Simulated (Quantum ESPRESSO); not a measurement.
## GaP (F-43m): optical modes of a strained layer

How do the zone-centre modes of GaP (F-43m) move in a layer strained in its (001) plane?

Calculated with Quantum ESPRESSO 7.5; DFT LDA, scalar-relativistic, plane waves, PseudoDojo norm-conserving pseudopotentials.

## 1. Set-up

The structure is cubic, space group F-43m (No. 216). Conventional cell: a = 5.387 Å, b = 5.387 Å, c = 5.387 Å, α = 90.00°, β = 90.00°, γ = 90.00°. Nearest to Ga lie 4 P at 2.33 Å. Nearest to P lie 4 Ga at 2.33 Å. Farther neighbours are not listed.

Structure file:

```
Ga P
1.0
    -2.69366    0.00000    2.69366
     0.00000    2.69366    2.69366
    -2.69366    2.69366    0.00000
Ga P
1 1
Direct
  0.00000 0.00000 0.00000
  0.25000 0.25000 0.25000
```

This is the cell after its relaxation at this level of theory, not the database cell from which that began.

## 2. Strained cells

The in-plane lattice vectors are held at a strain ε, as on a substrate; the length along z is set so that σ_zz vanishes; symmetry keeps the atoms on their sites. Modes are taken without the LO-TO term. Cutoff 88 Ry, k mesh 8×8×8.

From the response at ε = -0.03:

Log:

```text
[banners, grids, parts of the stress and lines that vanish by symmetry left out]
Program PHONON v.7.5
     Reading xml data from directory:

[...]
Exchange-correlation= PW
                           (   1   4   0   0   0   0   0)
[...]
kinetic-energy cut-off    =      88.0000  Ry
     charge density cut-off    =     352.0000  Ry
     convergence threshold     =      1.0E-18
[...]
Exchange-correlation= PW
                           (   1   4   0   0   0   0   0)
[...]
q = (   0.0000000   0.0000000   0.0000000 )
      9 Sym.Ops. (with q -> -q+G )
     G cutoff =  460.7738  (  28511 G-vectors)     FFT grid: ( 45, 45, 45)
     number of k points=    59
[...]
Mode symmetry, D_2d (-42m) point group:
[...]
Dielectric constant
[...]
End of electric fields calculation
          Dielectric constant in cartesian axis
          (      11.238714101      -0.000000000       0.000000000 )
          (      -0.000000000      11.238714101       0.000000000 )
          (      -0.000000000      -0.000000000      11.652987354 )
          Effective charges (d Force / dE) in cartesian axis without acoustic sum rule applied (asr)
           atom    1  Ga    Mean Z*:        1.99457
      Ex  (        1.91124       -0.00000        0.00000 )
      Ey  (        0.00000        1.91124       -0.00000 )
      Ez  (        0.00000       -0.00000        2.16122 )
           atom    2  P     Mean Z*:       -2.11035
      Ex  (       -2.03382        0.00000        0.00000 )
      Ey  (        0.00000       -2.03382        0.00000 )
      Ez  (       -0.00000       -0.00000       -2.26342 )
          Effective charges Sum: Mean:       -0.11579
[...]
Effective charges (d Force / dE) in cartesian axis with asr applied:
           atom    1  Ga    Mean Z*:        2.05246
[...]
atom    2  P     Mean Z*:       -2.05246
[...]
Representation #   1 mode #   1
[...]
End of self-consistent calculation
     Convergence has been achieved
     Representation #   2 mode #   2
[...]
End of self-consistent calculation
     Convergence has been achieved
     Representation #   3 modes #   3   4
[...]
End of self-consistent calculation
     Convergence has been achieved
     Representation #   4 modes #   5   6
[...]
End of self-consistent calculation
     Convergence has been achieved
[...]
Dielectric constant in cartesian axis
          (      11.238714101      -0.000000000       0.000000000 )
          (      -0.000000000      11.238714101       0.000000000 )
          (      -0.000000000      -0.000000000      11.652987354 )
          Effective charges (d Force / dE) in cartesian axis without acoustic sum rule applied (asr)
           atom    1  Ga    Mean Z*:        1.99457
      Ex  (        1.91124       -0.00000        0.00000 )
      Ey  (        0.00000        1.91124       -0.00000 )
      Ez  (        0.00000       -0.00000        2.16122 )
           atom    2  P     Mean Z*:       -2.11035
      Ex  (       -2.03382        0.00000        0.00000 )
      Ey  (        0.00000       -2.03382        0.00000 )
      Ez  (       -0.00000       -0.00000       -2.26342 )
          Effective charges Sum: Mean:       -0.11579
[...]
Effective charges (d Force / dE) in cartesian axis with asr applied:
           atom    1  Ga    Mean Z*:        2.05246
[...]
atom    2  P     Mean Z*:       -2.05246
[...]
q = (    0.000000000   0.000000000   0.000000000 )
[...]
freq (    1) =      -0.045156 [THz] =      -1.506238 [cm-1]
     freq (    2) =      -0.045156 [THz] =      -1.506238 [cm-1]
     freq (    3) =      -0.043686 [THz] =      -1.457209 [cm-1]
     freq (    4) =      11.324709 [THz] =     377.751616 [cm-1]
     freq (    5) =      11.324709 [THz] =     377.751616 [cm-1]
     freq (    6) =      11.475012 [THz] =     382.765184 [cm-1]
[...]
Mode symmetry, D_2d (-42m) point group:
     freq (   1-   1) =         -1.5  [cm-1]   --> B_2  X_3  W_2   I+R
     freq (   2-   3) =         -1.5  [cm-1]   --> E    X_5  W_3   I+R
     freq (   4-   5) =        377.8  [cm-1]   --> E    X_5  W_3   I+R
     freq (   6-   6) =        382.8  [cm-1]   --> B_2  X_3  W_2   I+R

   JOB DONE.
```

The run at ε = 0.02 is held back.

```tsv
ε	ε_zz	σ_xx (GPa, tension positive)	singlet (cm⁻¹)	doublet (cm⁻¹)
-0.03	0.0264	-4.96	382.77	377.75
-0.02	0.0176	-3.21	376.81	373.93
-0.01	0.0088	-1.55	370.98	369.77
0	0.0000	0.00	365.28	365.28
0.01	-0.0090	1.44	359.76	360.53
0.02	-0.0181	2.79	held back	held back
0.03	-0.0274	4.05	349.20	350.27
```

## 3. The fit

Parabolas ω = ω₀ + a ε + b ε² through the other rows:

```tsv
mode	ω₀ (cm⁻¹)	a (cm⁻¹)	b (cm⁻¹)
singlet	365.3	-560	775
doublet	365.3	-459	-1419
```

The biaxial modulus, the linear term of σ_xx, is 150 GPa, so the singlet mode moves by a/M = -3.7 cm⁻¹ a GPa of tensile stress. The ratio −ε_zz/ε near zero is 0.90. For ε = 0.02 the fits predict 354.41 and 355.55 cm⁻¹.

## 4. The run that was held back

Log:

```text
[banners, grids, parts of the stress and lines that vanish by symmetry left out]
[banner, memory and clock lines left out]
Program PHONON v.7.5

[...]
Exchange-correlation= PW
                           (   1   4   0   0   0   0   0)
[...]
kinetic-energy cut-off    =      88.0000  Ry
     charge density cut-off    =     352.0000  Ry
     convergence threshold     =      1.0E-18
[...]
Exchange-correlation= PW
                           (   1   4   0   0   0   0   0)
[...]
q = (   0.0000000   0.0000000   0.0000000 )
      9 Sym.Ops. (with q -> -q+G )
     G cutoff =  463.0971  (  29969 G-vectors)     FFT grid: ( 45, 45, 45)
     number of k points=    59
[...]
Mode symmetry, D_2d (-42m) point group:
[...]
Dielectric constant
[...]
End of electric fields calculation
          Dielectric constant in cartesian axis
          (      12.008416636       0.000000000      -0.000000000 )
          (       0.000000000      12.008416636       0.000000000 )
          (       0.000000000       0.000000000      11.842083360 )
          Effective charges (d Force / dE) in cartesian axis without acoustic sum rule applied (asr)
           atom    1  Ga    Mean Z*:        2.08319
      Ex  (        2.14237       -0.00000        0.00000 )
      Ey  (        0.00000        2.14237       -0.00000 )
      Ez  (       -0.00000       -0.00000        1.96483 )
           atom    2  P     Mean Z*:       -2.20694
      Ex  (       -2.26236        0.00000       -0.00000 )
      Ey  (        0.00000       -2.26236        0.00000 )
      Ez  (       -0.00000        0.00000       -2.09610 )
[...]
Convergence has been achieved
     Representation #   4 modes #   5   6
[...]
End of self-consistent calculation
     Convergence has been achieved
[...]
Dielectric constant in cartesian axis
          (      12.008416636       0.000000000      -0.000000000 )
          (       0.000000000      12.008416636       0.000000000 )
          (       0.000000000       0.000000000      11.842083360 )
          Effective charges (d Force / dE) in cartesian axis without acoustic sum rule applied (asr)
           atom    1  Ga    Mean Z*:        2.08319
      Ex  (        2.14237       -0.00000        0.00000 )
      Ey  (        0.00000        2.14237       -0.00000 )
      Ez  (       -0.00000       -0.00000        1.96483 )
           atom    2  P     Mean Z*:       -2.20694
      Ex  (       -2.26236        0.00000       -0.00000 )
      Ey  (        0.00000       -2.26236        0.00000 )
      Ez  (       -0.00000        0.00000       -2.09610 )
          Effective charges Sum: Mean:       -0.12375
[...]
Effective charges (d Force / dE) in cartesian axis with asr applied:
           atom    1  Ga    Mean Z*:        2.14507
[...]
atom    2  P     Mean Z*:       -2.14507
[...]
q = (    0.000000000   0.000000000   0.000000000 )
[...]
freq (    1) =       0.079261 [THz] =       2.643869 [cm-1]
     freq (    2) =       0.079625 [THz] =       2.655998 [cm-1]
     freq (    3) =       0.079625 [THz] =       2.655998 [cm-1]
     freq (    4) =      10.624958 [THz] =     354.410462 [cm-1]
     freq (    5) =      10.658611 [THz] =     355.532998 [cm-1]
     freq (    6) =      10.658611 [THz] =     355.532998 [cm-1]
[...]
Mode symmetry, D_2d (-42m) point group:
     freq (   1-   1) =          2.6  [cm-1]   --> B_2  X_3  W_2   I+R
     freq (   2-   3) =          2.7  [cm-1]   --> E    X_5  W_3   I+R
     freq (   4-   4) =        354.4  [cm-1]   --> B_2  X_3  W_2   I+R
     freq (   5-   6) =        355.5  [cm-1]   --> E    X_5  W_3   I+R
```

It gives 354.41 and 355.53 cm⁻¹.

## 5. Summary of results

| Item | Value |
| --- | --- |
| strain coefficient of the singlet mode | -560 cm⁻¹ |
| strain coefficient of the doublet mode | -459 cm⁻¹ |
| biaxial modulus | 150 GPa |

One per cent of tensile strain moves the singlet mode of GaP (F-43m) by -5.6 cm⁻¹ and the doublet mode by -4.6 cm⁻¹; the fits miss the run held back by up to 0.02 cm⁻¹. At 3 % strain the quadratic term is 4 % of the linear one for the singlet mode and 9 % for the doublet mode. In a polar crystal the line seen along z is the LO mode, whose shift differs. These are harmonic values at zero temperature, without the LO-TO term, for a homogeneous, dislocation-free layer.

[Host names and launcher messages were left out of these logs when they were recorded.]

[Logs are printed without paths, hosts, clocks, repeated set-up lines and the standing remarks that a program may print on its own settings, such as how far it seeks lower states.]

[Hosts, paths, dates, database ids (printed as entryN), source tags and the programs' standing remarks are cut or masked in the printed files.]
